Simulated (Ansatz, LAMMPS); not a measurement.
# Glassy 87SiO2-4ZnO-4SrO-4Na2O (mol %) (67 atoms): geometry optimisation

Aim: bring glassy 87SiO2-4ZnO-4SrO-4Na2O (mol %) (67 atoms) to a nearby minimum of the energy and see what moves.

Program: Ansatz 0.2.0. Level of theory: Kohn-Sham DFT, r2SCAN, PAW (set soft_2), plane waves. Results are calculated unless marked as measured.

This is a report of a sequence of runs, with most program output left out.

## (1) Starting point

The cell holds 67 atoms: 20 Si, 1 Zn, 1 Sr, 2 Na and 43 O. Its edges and angles: a = 9.870 Å, b = 9.870 Å, c = 9.870 Å, α = 90.0°, β = 90.0°, γ = 90.0°. 67 atoms (20 Si, 1 Zn, 1 Sr, 2 Na, 43 O) placed at random at 2.44 g/cm³, melted at 4000 K for 10 ps at fixed volume with the Morse and Coulomb pair potential with partial charges (Pedone, Malavasi, Menziani, Cormack and Segre, J. Phys. Chem. B 110, 11780 (2006)). Quenched from 4000 K to 300 K at 50 K/ps and fixed volume, held 10 ps at zero pressure.

Limits known from the start: The quench rate of 50 K/ps is orders of magnitude faster than experiment, which tends to freeze in extra defects. The network of bonds at the start is that of the classical potential that made the cell. The Brillouin zone is sampled at Γ only, in a cell whose shortest periodic width is 10 Å.

## (2) Making the structure

A classical potential supplies the starting structure, since it reaches far longer times than DFT.

This step: classical MD, Morse and Coulomb pair potential with partial charges (Pedone, Malavasi, Menziani, Cormack and Segre, J. Phys. Chem. B 110, 11780 (2006)) (LAMMPS 22 Jul 2025 - Update 4).

in.lmp reads:

```
# melt-quench of Si20Zn1Sr1Na2O43
units metal
atom_style charge
boundary p p p
region box block 0 9.9595 0 9.9595 0 9.9595
create_box 5 box
mass 1 28.0850   # Si
mass 2 65.3800   # Zn
mass 3 87.6200   # Sr
mass 4 22.9898   # Na
mass 5 15.9990   # O
create_atoms 1 random 20 767478 NULL overlap 1.5 maxtry 2000
create_atoms 2 random 1 767485 NULL overlap 1.5 maxtry 2000
create_atoms 3 random 1 767492 NULL overlap 1.5 maxtry 2000
create_atoms 4 random 2 767499 NULL overlap 1.5 maxtry 2000
create_atoms 5 random 43 767506 NULL overlap 1.5 maxtry 2000
pair_style hybrid/overlay pedone 5.5 coul/long 8.0
pair_coeff * * coul/long
pair_coeff 1 5 pedone 0.340554 2.006700 2.100000 1   # Si-O
pair_coeff 2 5 pedone 0.001221 3.150679 2.851850 1   # Zn-O
pair_coeff 3 5 pedone 0.019623 1.886000 3.328330 3   # Sr-O
pair_coeff 4 5 pedone 0.023363 1.763867 3.006315 5   # Na-O
pair_coeff 5 5 pedone 0.042395 1.379316 3.618701 22   # O-O
set type 1 charge 2.4
set type 2 charge 1.2
set type 3 charge 1.2
set type 4 charge 0.6
set type 5 charge -1.2
kspace_style pppm 1.0e-4
neigh_modify delay 0 every 1 check yes
thermo_style custom step time temp pe press density
thermo_modify norm yes
timestep 0.002
thermo 100
# [... 15 lines left out ...]
fix md all nvt temp 4000 300 0.2
run 37000 post no
unfix md
thermo 1666
fix md all npt temp 300 300 0.2 iso 0 0 2
run 5000 post no
unfix md
write_dump all custom glass.dump id type xs ys zs modify sort id
```

On the command line:

```bash
$ lmp -in in.lmp -log none -nocite
```

The job ended after 15 s (1 thread of Arm Neoverse V2, shared host; peak memory 0.069 GiB).

## (3) Single point at the start

A single point comes first, to see the forces before anything moves.

input.yaml reads:

```yaml
crystal:
  lattice:
    - [9.86975, 0.0, 0.0]
    - [0.0, 9.86975, 0.0]
    - [0.0, 0.0, 9.86975]
  atoms:
    - { symbol: Si, position: [0.04938, 0.98029, 0.03847] }
    - { symbol: Si, position: [0.5407, 0.53229, 0.20057] }
    - { symbol: Si, position: [0.34265, 0.30522, 0.10542] }
    - { symbol: Si, position: [0.78891, 0.09705, 0.89734] }
    - { symbol: Si, position: [0.66876, 0.92032, 0.21833] }
    - { symbol: Si, position: [0.48291, 0.93226, 0.48248] }
    - { symbol: Si, position: [0.23641, 0.49267, 0.88046] }
    - { symbol: Si, position: [0.84962, 0.27951, 0.64064] }
[... 55 atom lines left out ...]
    - { symbol: O, position: [0.08986, 0.77811, 0.57686] }
    - { symbol: O, position: [0.94541, 0.60071, 0.16131] }
    - { symbol: O, position: [0.24366, 0.08269, 0.67648] }
    - { symbol: O, position: [0.58923, 0.74531, 0.82568] }
kpoints:
  mp_grid: { grid: [1, 1, 1] }
hamiltonian:
  xc: r2scan
scf:
  occupations: { method: fermi_dirac, width: 0.05 }
output:
  forces: true
  stress: true
  populations: true
  dos:
    method: { smearing: { sigma: 0.08 } }
    de: 0.1
    projected: { site_lists: { Na: [Na], O: [O], Si: [Si], Sr: [Sr], Zn: [Zn] } }
  eigenvalues: true
```

On the command line:

```bash
$ ansatz run input.yaml --threads 4 --pin off --max-ram 8192MiB --backend cpu --events-out ev --progress --plain --runs-dir out
```

Elapsed: 24 s, on 4 threads of Arm Neoverse V2, shared host; peak memory 2.3 GiB; 94 s of CPU time.

Numbers from this run:

- free energy: -47164.0125 eV
- free energy per atom: -703.9405 eV/atom
- SCF cycles: 10
- pressure: 1.847 GPa
- r.m.s. force component: 1.256 eV/Å
- longest force: 5.144 eV/Å
- Fermi energy: 5.242 eV
- gap (highest filled to lowest empty level): 3.606 eV
- spilling of the projection: 0.01256

The r.m.s. force component of 1.3 eV/Å and the pressure of 1.8 GPa set the starting point.

Length of the force by element:

```csv
element,coordination,atoms,mean length of the force (eV/Å),spread,least,most
Na,all,2,0.472,0.206,0.267,0.678
O,all,43,1.72,0.852,0.497,3.73
Si,all,20,2.65,0.918,1.23,5.14
Sr,all,1,0.346,0,0.346,0.346
Zn,all,1,0.914,0,0.914,0.914
```

## (4) Relaxation

With the cell held, the atoms are moved downhill towards a nearby minimum.

input.yaml, the sections that differ from step 3:

```yaml
output:
  forces: true
relax:
  f_tol: 0.05
  max_steps: 200
# crystal, kpoints, hamiltonian, scf: as in step 3
```

Elapsed: 4.1 min, on 4 threads; peak memory 2.3 GiB.

Step by step:

```
step  energy less that of the first step (eV)  largest force component (eV/Å)
   1                                   0.0000                          4.2884
   2                                  -2.3727                          2.7267
   3                                  -4.1100                          0.8485
   4                                  -4.3106                          0.5318
   5                                  -4.5443                          0.3544
   6                                  -4.6021                          0.2844
   7                                  -4.6769                          0.2347
   8                                  -4.7102                          0.3109
   9                                  -4.7495                          0.2886
  10                                  -4.7908                          0.4240
  11                                  -4.8409                          0.4350
  12                                  -4.8044                          0.6203
  13                                  -4.9083                          0.2559
  14                                  -4.9279                          0.1751
  15                                  -4.9372                          0.1299
  16                                  -4.9406                          0.0992
  17                                  -4.9466                          0.0419
  18                                  -4.9466                          0.0417
```

Relaxation step 12 was tried and not accepted.

The atoms that moved most (Å):

```csv
atom,dx,dy,dz,length
O29,-0.077,0.295,-0.393,0.497
O31,-0.192,-0.379,0.130,0.445
O52,-0.084,-0.256,-0.346,0.438
Si10,0.283,-0.293,0.150,0.434
Na23,-0.154,0.182,0.335,0.412
O59,0.350,0.028,-0.211,0.409
O26,-0.143,0.348,-0.117,0.394
O43,-0.211,0.307,0.120,0.391
```

The relaxation changed the energy by -73.8 meV/atom, and atoms moved by 0.22 Å r.m.s., 0.50 Å at most.

## (5) Structure statistics after relaxation

Bonds before and after, by the cutoffs listed below:

```
pair  bonds before  bonds after  mean before (Å)  mean after (Å)  spread before (Å)  spread after (Å)
O-Si            80           81            1.612           1.633              0.042             0.037
O-Na            14           14            2.679           2.618              0.293             0.220
O-Sr             5            4            2.741           2.600              0.218             0.180
O-Zn             4            4            2.020           1.965              0.147             0.049
```

Density 2.50 g/cm³, 14.35 Å³ an atom.

g(r), total and by pair (bins of 0.2 Å):

| r (Å) | total | O-O | O-Si | O-Na | O-Sr | O-Zn | Si-Si |
| --- | --- | --- | --- | --- | --- | --- | --- |
| 1.50 | 0.69 | 0.00 | 1.79 | 0.00 | 0.00 | 0.00 | 0.00 |
| 1.70 | 4.45 | 0.00 | 11.60 | 0.00 | 0.00 | 0.00 | 0.00 |
| 1.90 | 0.18 | 0.00 | 0.13 | 0.00 | 0.00 | 7.10 | 0.00 |
| 2.10 | 0.04 | 0.00 | 0.00 | 0.00 | 0.00 | 2.17 | 0.00 |
| 2.30 | 0.10 | 0.07 | 0.00 | 1.76 | 0.00 | 0.00 | 0.00 |
| 2.50 | 1.11 | 2.22 | 0.00 | 2.88 | 4.30 | 0.00 | 0.00 |
| 2.70 | 2.17 | 4.96 | 0.00 | 2.52 | 0.00 | 0.00 | 0.25 |
| 2.90 | 0.49 | 0.35 | 0.21 | 2.16 | 1.07 | 0.00 | 1.10 |
| 3.10 | 0.90 | 0.61 | 0.18 | 0.46 | 0.94 | 1.79 | 5.15 |
| 3.30 | 0.64 | 0.49 | 0.48 | 1.19 | 0.00 | 0.81 | 1.10 |
| 3.50 | 0.98 | 0.84 | 1.31 | 0.37 | 0.76 | 1.51 | 0.00 |
| 3.70 | 0.99 | 0.57 | 1.61 | 0.33 | 0.00 | 0.62 | 0.54 |
| 3.90 | 1.19 | 0.62 | 1.89 | 0.87 | 1.76 | 1.16 | 0.50 |
| 4.10 | 1.17 | 0.79 | 1.61 | 1.33 | 1.61 | 1.08 | 0.79 |
| 4.30 | 1.11 | 0.74 | 1.62 | 1.67 | 1.45 | 1.43 | 0.42 |
| 4.50 | 0.83 | 0.96 | 0.62 | 1.09 | 0.91 | 1.28 | 1.04 |
| 4.70 | 0.99 | 1.25 | 0.68 | 1.42 | 1.22 | 0.81 | 0.96 |

Bonds by pair of elements; cutoffs follow the first minimum of g(r), held within bounds set by covalent radii, and pairs that aren't listed don't count as bonded:

```
pair A-B  cutoff (Å)  bonds  mean length (Å)  spread (Å)  shortest (Å)  B about A  A about B
    O-Si        2.16     81             1.63       0.037          1.58       1.88       4.05
    O-Na        3.08     14             2.62        0.22          2.23      0.326          7
    O-Sr        3.05      4              2.6        0.18          2.44      0.093          4
    O-Zn        2.43      4             1.97       0.049          1.91      0.093          4
```

How many atoms have how many bonded neighbours:

```csv
element,mean,2,3,4,5,7
Na,7,0,0,0,0,2
O,2.40,26,17,0,0,0
Si,4.05,0,0,19,1,0
Sr,4,0,0,1,0,0
Zn,4,0,0,1,0,0
```

Bond angles (no mean is given where the spread exceeds 20°):

```csv
angle,count,mean (°),spread (°)
O-Si-O,124,109,8.5
O-Na-O,42,-,-
Si-O-Si,38,145,13.2
Na-O-Si,25,104,18.1
O-Sr-O,6,-,-
```

Oxygen atoms by the number of network formers (Si, P, Ge, B, Al, As, Ga) bound to them:

```csv
network formers bound to O,O atoms,per cent
0,0,0
1,5,11.6
2,38,88.4
```

Network units: each former by its oxygen neighbours and how many of them bridge to another former:

```
former  O neighbours  bridging O  atoms
    Si             4           3      5
    Si             4           4     14
    Si             5           5      1
```

Bond length by coordination (bonds to H left out):

```csv
element,coordination,atoms,mean bond length (Å)
O,2,26,1.63
O,3,17,2.01
Si,4,19,1.63
Si,5,1,1.72
```

Rings of the network by King's shortest-path rule, up to 12 atoms, one path for each pair of neighbours; H, halogens, alkali and alkaline-earth atoms are left out, and the last column divides by all other atoms, bonded or not:

```
ring size (atoms)  rings  per network atom
                8      3             0.047
               10     12             0.188
               12     17             0.266
```

Counting bonds as in the table, all Na atoms have 7, 60 % of O atoms have 2, 95 % of Si atoms have 4 and all Sr atoms have 4 bonded neighbours. The O-Si-O angle averages 109° with a spread of 8°. Counting bonds to Si alone, not to Zn, 88 % of the oxygens join two of these atoms and 12 % one. The commonest Si unit has 4 oxygens, 4 of them shared with other formers (14 of 20 atoms). Rings of 12 atoms are the most common (53 % of those counted); sizes run from 8 to 12, where the search stops.

## (6) Single point at the relaxed geometry

The electronic structure is read at the final geometry, in a run of its own.

input.yaml reads:

```yaml
crystal:
  lattice:
    - [9.86975, 0.0, 0.0]
    - [0.0, 9.86975, 0.0]
    - [0.0, 0.0, 9.86975]
  atoms:
    - { symbol: Si, position: [0.06346, 0.984, 0.03402] }
    - { symbol: Si, position: [0.53077, 0.54816, 0.20266] }
    - { symbol: Si, position: [0.34144, 0.30724, 0.10344] }
    - { symbol: Si, position: [0.79803, 0.09661, 0.89155] }
    - { symbol: Si, position: [0.6577, 0.93607, 0.23122] }
    - { symbol: Si, position: [0.47771, 0.94015, 0.49255] }
    - { symbol: Si, position: [0.23821, 0.50263, 0.88573] }
    - { symbol: Si, position: [0.8486, 0.27805, 0.63727] }
[... 55 atom lines left out ...]
    - { symbol: O, position: [0.07697, 0.76643, 0.55211] }
    - { symbol: O, position: [0.94032, 0.60935, 0.16154] }
    - { symbol: O, position: [0.2607, 0.06575, 0.69356] }
    - { symbol: O, position: [0.59699, 0.73385, 0.82382] }
kpoints:
  mp_grid: { grid: [1, 1, 1] }
hamiltonian:
  xc: r2scan
scf:
  occupations: { method: fermi_dirac, width: 0.05 }
output:
  forces: true
  stress: true
  populations: intrinsic
  dos:
    method: { smearing: { sigma: 0.15 } }
    de: 0.1
    projected: { site_lists: { Na: [Na], O: [O], Si: [Si], Sr: [Sr], Zn: [Zn] } }
  eigenvalues: true
  write_density: true
  write_potential: true
  volumetric_format: npy
```

It took 25 s on 4 threads; peak memory 2.3 GiB; 95 s of CPU time.

The program notes that the exchange-correlation potential is rough where the density is thin.

The run gave:

```
free energy                                      : -47168.9591 eV
free energy per atom                             : -704.0143 eV/atom
SCF cycles                                       : 10
pressure                                         : -2.444 GPa
r.m.s. force component                           : 0.01227 eV/Å
longest force                                    : 0.04639 eV/Å
Fermi energy                                     : 4.86 eV
gap (highest filled to lowest empty level) : 4.536 eV
```

Intrinsic-atomic-orbital charges by element and coordination:

| element | coordination | atoms | mean charge (e) | spread | least | most |
| --- | --- | --- | --- | --- | --- | --- |
| Na | all | 2 | 0.826 | 0.0077 | 0.819 | 0.834 |
| O | all | 43 | -0.956 | 0.0719 | -1.17 | -0.912 |
| O | 2 | 26 | -0.925 | 0.008 | -0.947 | -0.912 |
| O | 3 | 17 | -1.00 | 0.0966 | -1.17 | -0.929 |
| Si | all | 20 | 1.80 | 0.0299 | 1.75 | 1.85 |
| Si | 4 | 19 | 1.81 | 0.0298 | 1.75 | 1.85 |
| Si | 5 | 1 | 1.77 | 0 | 1.77 | 1.77 |
| Sr | all | 1 | 1.83 | 0 | 1.83 | 1.83 |
| Zn | all | 1 | 1.51 | 0 | 1.51 | 1.51 |

States in the cell by windows of 1 eV, zero at the Fermi level; the larger projections on atomic orbitals stand beside the total:

```csv
from (eV),to (eV),total,O p,Si p
-18,-17,2.0,0.1,0.0
-17,-13,0.0,0.0,0.0
-13,-12,7.0,4.7,0.2
-12,-11,9.6,6.6,0.6
-11,-10,12.6,9.0,1.3
-10,-9,16.4,12.4,2.7
-9,-8,26.5,20.6,5.1
-8,-7,15.2,10.6,1.6
-7,-6,41.5,31.7,2.6
-6,-5,47.8,42.6,1.8
-5,-4,51.2,47.8,1.1
-4,-3,27.5,25.9,0.4
-3,-2,12.6,11.6,0.2
-2,2,0.0,0.0,0.0
2,3,2.0,0.0,0.0
3,4,2.0,0.1,0.3
4,5,14.2,0.9,2.9
```

Between -26 and -18 eV lie 102 more states.

The levels nearest the highest filled one (over half full), pooled over k-points and spins:

```
level less the highest filled one (eV)  occupation
                                -0.694           2
                                -0.636           2
                                -0.438           2
                                -0.406           2
                                -0.383           2
                                     0           2
                                  4.54           0
                                  6.13           0
                                  6.35           0
                                  6.48           0
                                  6.63           0
                                  6.72           0
```

(Part 1 of 2 ends here.)

[Logs are printed without paths, hosts, clocks, repeated set-up lines and the standing remarks that a program may print on its own settings, such as how far it seeks lower states.]

[Hosts, paths, dates, database ids (printed as entryN), source tags and the programs' standing remarks are cut or masked in the printed files.]
